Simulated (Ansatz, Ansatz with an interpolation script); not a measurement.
# G0W0 band structure of ThSeO (P4/nmm), part 2 of 2

Wanted: quasiparticle gap and band widths of ThSeO (P4/nmm) over the whole zone.

Ansatz 0.2.0; LDA, Wannier functions and G0W0, plane waves, PAW. Known limits of the many-body steps: not at the basis limit; f levels unsure; no spin-orbit coupling; coarse k mesh.

So far. Step 2 (LDA bands): The gap is direct, at Γ. Step 3 (Wannier functions (O:2p Se:4p Th:6d Th:5f) on 8×8×4): Near the gap the model misses directly solved bands by 1.5 meV r.m.s. and by 24 meV at most in the window tested. This tests the starting bands, not the corrections carried with them.

### Step 4. G0W0 at every point of the mesh: 4×4×2 mesh, 478 empty bands, screening to 150 eV, PAW set soft_1 files

G0W0 replaces the xc potential by the self-energy, built once from these orbitals. Only a window of levels is corrected, while the sums run over the empty bands that the input names.

This step: G0W0 on LDA, plane waves, PAW; PAW set soft_1.

input.yaml

```yaml
crystal:
  lattice:
    - [4.038, 0.0, 0.0]
    - [0.0, 4.038, 0.0]
    - [0.0, 0.0, 7.03]
  atoms:
    - { symbol: Th, position: [0.0, 0.5, 0.18] }
    - { symbol: Th, position: [0.5, 0.0, 0.82] }
    - { symbol: Se, position: [0.0, 0.5, 0.63] }
    - { symbol: Se, position: [0.5, 0.0, 0.37] }
    - { symbol: O, position: [0.0, 0.0, 0.0] }
    - { symbol: O, position: [0.5, 0.5, 0.0] }
kpoints:
  mp_grid: { grid: [4, 4, 2] }
hamiltonian:
  xc: lda
  pseudopotentials: { kind: paw, azcp: { folder: soft_1 }, xc_functional: pbe }
scf:
  occupations: { method: fixed }
gw:
  n_empty_bands: 478
  ecut_chi: 150.0
  qp_bands: [v12, c18]
  screening: { model: contour_deformation }
```

The run is started by

```
$ ansatz run input.yaml --threads 8 --pin off --max-ram 18432MiB --backend cpu --events-out ev --progress --plain --runs-dir out
```

Numbers of over 12 decimals in the logs are rounded to 6 here.

Log:

```text
[...]
Crystal: 6 atoms, lattice volume = 114.627 Å³
Basis set: ecut = 420 eV, 2255 PW (Γ)
Bands: 41, of which v1, the nominal top of the filled ones, is band 34 counted from 1 (33 counted from 0)
Symmetry: 16 space group operations
[...]
k-points: 12 of 32
[...]
SCF iter   1: F=—  HF=-37644.411995 eV  |F-HF|=—  |Δ(HF+E_count)|=         —  Δρ=5.65e-2  dr2=3.81e0  ethr=3.10e-3  ⟨swp⟩=3.7  Hψ=1645  notcnv=0  defer=39
[...]
SCF iter   9: F=-37643.605680 eV  HF=-37643.605680 eV  |F-HF|=1.20e-9  |Δ(HF+E_count)|=   1.38e-8  Δρ=1.85e-6  dr2=3.89e-9  ethr=1.47e-10  ⟨swp⟩=12.4  Hψ=1966  notcnv=0
SCF 1 converged in 9 iterations: F = -37643.605680 eV  dr2 = 3.89e-9
[...]
G₀W₀ screening: q 1/12
[... further progress lines ...]
SCF converged after 9 iterations
Free energy (F): -37643.605680 eV
[...]
Internal energy: -37643.605680 eV  (E = F + TS)
E sigma→0 (E₀):  -37643.605680 eV
Fermi energy:    13.037387 eV
[...]
--- Band table (eV; the first three rows and the last of 12) ---
  k-point 0: bands = [... 30 lower, 10.8966, 12.4022, 13.0374, 13.0374, 13.6979, 14.7783, 14.9063, 15.4463, ... 3 higher]
  k-point 1: bands = [... 30 lower, 11.2138, 11.2176, 12.6125, 12.6125, 14.2063, 14.2942, 14.9093, 15.6148, ... 3 higher]
  k-point 2: bands = [... 30 lower, 10.8013, 11.4934, 12.1858, 12.2010, 14.5720, 15.1317, 15.2345, 15.2769, ... 3 higher]
  k-point 11: bands = [... 30 lower, 11.1753, 11.1753, 11.6758, 11.6758, 15.1911, 15.1911, 15.4302, 15.4302, ... 3 higher]
--- G₀W₀: contour deformation, 8 samples at zero and on the imaginary axis and 2 off it, 32 q-points, 478 empty bands' worth ---
  eigenvalues of the whole cell's RPA ε∞ on this k-mesh (on a slab, of 1 + 4πα/V) = 7.9823, 9.2349, 9.2349; static W/v taken at q = 0 is 0.114252
  `?` marks the rows in doubt; gw_qp.tsv's column doubts and the gw_qp event give each row's grounds
    ik  band        ε_KS         Σx   Σc(E_QP)       V_xc       Z   E_QP_lin       E_QP  E_QP is
     0    23      7.1040   -22.8621     4.7104   -17.8015  0.7210     6.7507     6.7538  root
     0    24      7.2431   -23.6605     4.9570   -18.3339  0.7065     6.8690     6.8734  root
     0    25      7.4647   -23.8302     4.6294   -18.7961  0.7257     7.0567     7.0600  root
     0    26      7.4647   -23.8302     4.6294   -18.7961  0.7257     7.0567     7.0600  root
     0    27      8.6561   -24.4786     4.4829   -19.7170  0.7257     8.3763     8.3774  root
     0    28      8.6561   -24.4786     4.4829   -19.7170  0.7257     8.3763     8.3774  root
     0    29      9.7166   -16.9366     2.5399   -13.9010  0.7218     9.2119     9.2210  root
     0    30     10.8966   -17.6438     2.0617   -15.1188  0.7522    10.4285    10.4333  root
     0    31     10.8966   -17.6438     2.0617   -15.1188  0.7522    10.4285    10.4333  root
     0    32     12.4022   -18.4030     1.7562   -16.2231  0.7707    11.9757    11.9785  root
     0    33     13.0374   -18.5626     1.4220   -16.7786  0.7744    12.6737    12.6753  root
     0    34     13.0374   -18.5626     1.4220   -16.7786  0.7744    12.6737    12.6753  root
     0    35     13.6979    -9.1477    -4.9228   -14.9260  0.7813    14.5654    14.5533  root
     0    36     14.7783   -13.0610    -6.4901   -21.1896  0.7442    16.5002    16.4168  root
     0    37     14.9063   -13.3945    -7.0465   -22.2973  0.7501    16.8706    16.7627  root ?
[...]
0    39     15.5397   -15.5340    -7.9854   -25.6060  0.7148    17.8287    17.6262  root ?
     0    40     15.5397   -15.5340    -7.9854   -25.6060  0.7148    17.8287    17.6262  root ?
     0    41     15.7438   -15.2837    -8.2716   -25.5724  0.7050    17.9684    17.7610  root ?
     0    42     15.7438   -15.2837    -8.2716   -25.5724  0.7050    17.9684    17.7610  root ?
     0    43     15.8098   -16.0051    -7.7317   -25.7472  0.7140    18.0052    17.8204  root ?
     0    44     15.8833   -15.7534    -7.6318   -25.3182  0.7147    17.9887    17.8163  root ?
     0    45     16.0392   -15.2705    -7.6157   -24.7954  0.7161    18.1214    17.9483  root ?
[...]
0    47     16.2522   -17.0625    -8.7407   -27.9149  0.6856    18.6432    18.3639  root ?
     0    48     16.2522   -17.0625    -8.7407   -27.9149  0.6856    18.6432    18.3639  root ?
     0    49     16.4310   -16.8124    -8.6904   -27.5542  0.6819    18.7390    18.4824  root ?
     0    50     16.4310   -16.8124    -8.6904   -27.5542  0.6819    18.7390    18.4824  root ?
[...]
0    52     17.5264   -16.6657    -7.9276   -26.4512  0.6813    19.5174    19.3844  root ?
[...]
1    37     14.9093   -13.2949    -7.0180   -22.1499  0.7508    16.8513    16.7464  root ?
[...]
11    34     11.6758   -16.9728     1.6667   -14.8035  0.7673    11.1682    11.1732  root
[...]
11    44     16.2284   -16.6996    -8.5445   -27.3199  0.6884    18.5534    18.3042  root ?
    11    45     16.2759   -17.2553    -8.4514   -27.8111  0.6922    18.6427    18.3803  root ?
    11    46     16.2759   -17.2553    -8.4514   -27.8111  0.6922    18.6427    18.3803  root ?
    11    47     16.4749   -16.6656    -8.5560   -27.2132  0.6778    18.6911    18.4665  root ?
    11    48     16.4749   -16.6656    -8.5560   -27.2132  0.6778    18.6911    18.4665  root ?
    11    49     17.9889    -9.7645    -5.4264   -15.8185  0.7458    18.6271    18.6166  root
    11    50     17.9889    -9.7645    -5.4264   -15.8185  0.7458    18.6271    18.6166  root
    11    51     18.3934    -9.6639    -5.8761   -16.0059  0.7160    18.8659    18.8592  root
    11    52     18.3934    -9.6639    -5.8761   -16.0059  0.7160    18.8659    18.8592  root
```

Wall time 8.9 min (8 threads of AMD EPYC 7B13 (Zen 3), shared host); peak memory 3.4 GiB; 59 min of CPU time.

Numbers from this step:

```
bands summed                                 : 512
RPA ε∞ on this mesh (eigenvalues)            : 7.982, 9.235, 9.235
plane waves in the screening matrix          : 471
q-points in the mesh                         : 32
G0W0 gap on the mesh                         : 1.878 eV
k of the valence top                         : 0, 0, 0
k of the conduction bottom                   : 0, 0, 0
starting gap on the mesh                     : 0.6605 eV
Z at the valence top                         : 0.7744
Z at the conduction bottom                   : 0.7813
least direct G0W0 gap on the computed points : 1.878 eV
```

The gap on the mesh goes from 0.66 eV to 1.88 eV, a correction of +1.22 eV. Between the two edge states, bare exchange in place of the xc potential would open the gap by 7.56 eV, and correlation takes back 6.34 eV.

### Step 5. Interpolating the corrections

A script adds the corrections, carried to the Wannier functions and back, to the LDA levels, along the path and on a 13×13×9 mesh.

* G0W0 gap over the zone: 1.878 eV
* valence top at: Γ
* conduction bottom at: Γ
* starting gap over the zone: 0.66 eV
* least direct G0W0 gap: 1.878 eV
* G0W0 gap on the mesh: 1.878 eV
* valence width, start: 6.369 eV
* valence width, G0W0: 6.422 eV
* gap by a rigid shift: 1.878 eV

Levels solved directly plus the interpolated quasiparticle correction. Limits: finite bands, cutoff and mesh; f levels unsure; no spin-orbit coupling; coarse k mesh. The quasiparticle bands at the labelled points (eV, zero at the valence-band top of each set):

```tsv
point	band 31	band 32	band 33	band 34	band 35	band 36	band 37	band 38
Γ	-2.24	-0.70	0.00	0.00	1.88	3.46	3.74	4.09
halfway	-2.36	-1.52	-0.85	-0.84	3.35	3.84	4.04	4.51
X	-2.00	-2.00	-1.36	-1.36	3.62	3.62	4.77	4.77
halfway	-2.07	-2.07	-1.20	-1.20	4.18	4.18	4.58	4.58
M	-2.46	-2.46	-1.56	-1.56	4.37	4.37	4.49	4.49
halfway	-2.04	-1.97	-1.21	-0.82	4.10	4.14	4.32	4.58
Γ	-2.24	-0.70	0.00	0.00	1.88	3.46	3.74	4.09
halfway	-2.07	-1.17	-0.16	-0.16	2.12	3.46	3.99	4.08
Z	-1.89	-1.89	-0.34	-0.34	2.59	2.97	4.07	4.47
halfway	-1.89	-1.17	-0.83	-0.75	3.72	3.77	4.40	4.57
R	-1.82	-1.82	-1.24	-1.24	4.04	4.04	4.77	4.77
halfway	-2.09	-2.09	-1.57	-1.57	4.46	4.46	4.70	4.70
A	-1.90	-1.90	-1.50	-1.50	4.57	4.57	4.82	4.82
halfway	-2.66	-1.59	-1.01	-0.98	4.40	4.52	4.61	4.71
Z	-1.89	-1.89	-0.34	-0.34	2.59	2.97	4.07	4.47
jump to X	-2.00	-2.00	-1.36	-1.36	3.62	3.62	4.77	4.77
halfway	-1.91	-1.91	-1.27	-1.27	3.83	3.83	4.87	4.87
R	-1.82	-1.82	-1.24	-1.24	4.04	4.04	4.77	4.77
jump to M	-2.46	-2.46	-1.56	-1.56	4.37	4.37	4.49	4.49
halfway	-2.14	-2.14	-1.53	-1.53	4.45	4.45	4.63	4.63
A	-1.90	-1.90	-1.50	-1.50	4.57	4.57	4.82	4.82
```

The same for LDA:

```tsv
point	band 31	band 32	band 33	band 34	band 35	band 36	band 37	band 38
Γ	-2.14	-0.64	0.00	0.00	0.66	1.74	1.87	2.41
X	-1.91	-1.91	-1.41	-1.41	1.84	1.84	2.59	2.59
M	-2.35	-2.35	-1.40	-1.40	1.98	1.98	2.39	2.39
Γ	-2.14	-0.64	0.00	0.00	0.66	1.74	1.87	2.41
Z	-1.82	-1.82	-0.42	-0.42	1.17	1.26	1.87	2.58
R	-1.77	-1.77	-1.29	-1.29	2.05	2.05	2.51	2.51
A	-1.86	-1.86	-1.36	-1.36	2.15	2.15	2.39	2.39
Z	-1.82	-1.82	-0.42	-0.42	1.17	1.26	1.87	2.58
X	-1.91	-1.91	-1.41	-1.41	1.84	1.84	2.59	2.59
R	-1.77	-1.77	-1.29	-1.29	2.05	2.05	2.51	2.51
M	-2.35	-2.35	-1.40	-1.40	1.98	1.98	2.39	2.39
A	-1.86	-1.86	-1.36	-1.36	2.15	2.15	2.39	2.39
```

Minima of the lowest conduction band, from levels solved directly at the displaced points, plus the interpolated correction; masses are left empty at degenerate points, on flat bands and where the interpolated correction rules the curvature; G0W0 masses are rough. Conduction valleys, by row:

```tsv
point	k (reciprocal lattice)	valleys in the zone	G0W0 level above the valence top (eV)	LDA level above the valence top (eV)	G0W0 principal masses (m_e)	LDA principal masses (m_e)
Γ	0.000 0.000 0.000	1	1.878	0.66	-	0.400 0.400 1.123
```

Second differences of levels solved directly at the displaced points, plus the interpolated correction, at the quasiparticle band edges; no spin-orbit coupling; left empty where the band is flat or the interpolated correction rules the curvature. Effective masses, by row:

```tsv
carrier	point	Cartesian direction	band	LDA mass (m_e)	G0W0 mass (m_e)
hole	Γ	100	34	0.471	0.505
hole	Γ	100	33	0.182	0.187
hole	Γ	010	34	0.471	0.505
hole	Γ	010	33	0.182	0.187
hole	Γ	110	33	0.16	0.154
hole	Γ	111	33	0.219	0.215
```

Corrections by starting level (eV, on the run's own energy scale, so only their differences matter):

```tsv
start	correction
-6.37	−0.42
-5.59	−0.34
-5.38	−0.37
-5.08	−0.34
-4.44	−0.25
-4.00	−0.25
-3.18	−0.43
-2.35	−0.47
-1.86	−0.40
-1.40	−0.52
-0.85	−0.35
-0.42	−0.28
0.66	+0.86
1.84	+1.42
2.91	+1.50
4.17	+1.07
4.71	+0.81
5.96	+0.77
```

### Step 6. LDA+SOC bands, for comparison

The many-body steps leave out spin-orbit coupling, so its effect is taken from a two-component run, with twice the bands.

This step: DFT, LDA with spin-orbit coupling, plane waves, PAW; PAW set soft_1.

input.yaml

```yaml
crystal:
  lattice:
    - [4.038, 0.0, 0.0]
    - [0.0, 4.038, 0.0]
    - [0.0, 0.0, 7.03]
  atoms:
    - { symbol: Th, position: [0.0, 0.5, 0.18] }
    - { symbol: Th, position: [0.5, 0.0, 0.82] }
    - { symbol: Se, position: [0.0, 0.5, 0.63] }
    - { symbol: Se, position: [0.5, 0.0, 0.37] }
    - { symbol: O, position: [0.0, 0.0, 0.0] }
    - { symbol: O, position: [0.5, 0.5, 0.0] }
kpoints:
  mp_grid: { grid: [4, 4, 2] }
  band_path:
    path:
      - [[0.0, 0.0, 0.0], [0.0, 0.5, 0.0], [0.5, 0.5, 0.0], [0.0, 0.0, 0.0], [0.0, 0.0, 0.5], [0.0, 0.5, 0.5], [0.5, 0.5, 0.5], [0.0, 0.0, 0.5]]
      - [[0.0, 0.5, 0.0], [0.0, 0.5, 0.5]]
      - [[0.5, 0.5, 0.0], [0.5, 0.5, 0.5]]
    npoints: 10
hamiltonian:
  xc: lda
  pseudopotentials: { kind: paw_fr, azcp: { folder: soft_1 }, xc_functional: pbe }
scf:
  occupations: { method: fermi_dirac, width: 0.02 }
  n_extra_bands: 12
magnetization:
  noncollinear: true
  spin_orbit: true
output:
  eigenvalues: true
```

Log:

```text
[...]
non-collinear run that drives no moment, with spin-orbit: no starting moment large enough to seed its density (crystal.atoms[].spin), no starting occupations that ask for one, no magnetisation constraint and no magnetic field, so the semilocal B_xc is pinned to zero
Crystal: 6 atoms, lattice volume = 114.627 Å³
Basis set: ecut = 420 eV, 2255 PW (Γ)
Bands: 80, of which v1, the nominal top of the filled ones, is band 68 counted from 1 (67 counted from 0)
Symmetry: 16 space group operations + 16 with time reversal
[...]
k-points: 12 of 32
Projection manifold: j_resolved (fully-relativistic pseudo-atomic orbitals)
[...]
SCF iter   1: F=—  HF=-37784.887869 eV  |F-HF|=—  |Δ(HF+E_count)|=         —  Δρ=5.27e-2  dr2=3.12e0  dr2_m=0.00e0 (ungated)  ethr=3.10e-3  |M|=0.00e0 ∫|m|=0.00e0 μB  |m|>n=0.0e0 m-floor=0.0e0 τ_xc=0.0e0  β_m=0.30  ⟨swp⟩=4.9  Hψ=2143  notcnv=0
[...]
spin=Noncollinear: Resta preconditioning applied to the charge; magnetization (m_x, m_y, m_z) channels mix plain (no charge-response kernel on spin).
SCF iter   2: F=—  HF=-37784.396724 eV  |F-HF|=—  |Δ(HF+E_count)|=   4.91e-1  Δρ=2.77e-2  dr2=8.09e-1  dr2_m=0.00e0 (ungated)  ethr=3.10e-3  |M|=0.00e0 ∫|m|=0.00e0 μB  |m|>n=0.0e0 m-floor=0.0e0 τ_xc=0.0e0  β_m=0.41  ⟨swp⟩=3.1  Hψ=764  notcnv=0  defer=76
[...]
SCF iter   8: F=-37784.236436 eV  HF=-37784.236436 eV  |F-HF|=2.10e-8  |Δ(HF+E_count)|=   8.15e-8  Δρ=9.92e-6  dr2=7.74e-8  dr2_m=0.00e0 (ungated)  ethr=1.47e-10  |M|=0.00e0 ∫|m|=0.00e0 μB  |m|>n=0.0e0 m-floor=0.0e0 τ_xc=0.0e0  ⟨swp⟩=12.9  Hψ=2231  notcnv=0
SCF 1 converged in 8 iterations: F = -37784.236436 eV  dr2 = 7.74e-8
[...]
SCF converged after 8 iterations
Magnetization: |M| = 0.0000 μB,  M = (+0.0000, +0.0000, +0.0000) μB
Absolute magnetization: 0.0000 μB (∫|m|)
  site 0: m = (+0.0000, +0.0000, +0.0000) μB, |m| = 0.0000 μB  (R = 0.98 Å)
  site 1: m = (+0.0000, +0.0000, +0.0000) μB, |m| = 0.0000 μB  (R = 0.98 Å)
  site 2: m = (+0.0000, +0.0000, +0.0000) μB, |m| = 0.0000 μB  (R = 1.30 Å)
  site 3: m = (+0.0000, +0.0000, +0.0000) μB, |m| = 0.0000 μB  (R = 1.30 Å)
  site 4: m = (+0.0000, +0.0000, +0.0000) μB, |m| = 0.0000 μB  (R = 0.98 Å)
  site 5: m = (+0.0000, +0.0000, +0.0000) μB, |m| = 0.0000 μB  (R = 0.98 Å)
Free energy (F): -37784.236436 eV
[...]
Internal energy: -37784.236436 eV  (E = F + TS)
E sigma→0 (E₀):  -37784.236436 eV
Entropy (-TS):   -0.000000 eV (-0.000 meV/atom)
Fermi energy:    13.490467 eV
[...]
--- Band table (eV; the first three rows and the last of 12) ---
  k-point 0: bands = [... 64 lower, 12.9938, 12.9938, 13.2635, 13.2635, 13.7174, 13.7174, 14.8067, 14.8067, ... 8 higher]
  k-point 1: bands = [... 64 lower, 12.4442, 12.4442, 12.8075, 12.8075, 14.2294, 14.2294, 14.3361, 14.3361, ... 8 higher]
  k-point 2: bands = [... 64 lower, 12.0599, 12.0599, 12.3505, 12.3505, 14.6009, 14.6009, 15.1532, 15.1532, ... 8 higher]
  k-point 11: bands = [... 64 lower, 11.7750, 11.7750, 11.7750, 11.7750, 15.1610, 15.1610, 15.1610, 15.1610, ... 8 higher]
```

Run time: 19 s. Hardware: 8 threads; peak memory 1.9 GiB; 2.3 min of CPU time.

Numbers from this step:

- filled bands: 68
- gap: 0.4539 eV
- valence top at: Γ
- conduction bottom at: Γ
- least direct gap: 0.4539 eV

The gap stands −0.21 eV against LDA.

### Step 7. Outcome

* LDA gap: 0.66 eV
* G0W0 gap over the zone: 1.88 eV, direct
* least direct G0W0 gap, in the model: 1.88 eV
* with the spin-orbit change: 1.67 eV
* GW settings: 4×4×2 mesh, 478 empty bands, screening to 150 eV, PAW set soft_1 files
* known limits: not at the basis limit; f levels unsure; no spin-orbit coupling; coarse k mesh

**Reading.** The Wannier model follows the LDA bands to 1 meV r.m.s. near the gap. The G0W0 gap over the zone is 1.88 eV, direct, from Γ to Γ; on the mesh alone it is 1.88 eV, nearly the same. The valence width in the model goes from 6.37 eV to 6.42 eV. LDA+SOC gives a gap of 0.45 eV on the same path, a spin-orbit change of −0.21 eV that would bring the G0W0 gap to 1.67 eV. Bands and cutoff are finite, so the gap is not at the basis limit. The miss can reach some tenths of an eV and take either sign; the mesh is an error of its own. Above the frozen window of the model the interpolated levels need not meet the computed ones, even at points of the mesh. The 4×4×2 mesh is coarse for this cell (its supercell is 14 Å along the shortest edge). The RPA ε∞ on it, from the LDA start, is 7.98 and 9.23; such meshes misread the long-range screening, most where the gap is narrow. The compound holds f electrons or empty f levels, where one-shot G0W0 is unsure.

[Paths, hosts, dates, memory and timing lines, banners, echoed tables and standing remarks are left out of the program output.]

[Logs are printed without paths, hosts, clocks, repeated set-up lines and the standing remarks that a program may print on its own settings, such as how far it seeks lower states.]

[Runs of the session that timed out or met a known fault of the program may be left out.]

[Hosts, paths, dates, database ids (printed as entryN), source tags and the programs' standing remarks are cut or masked in the printed files.]
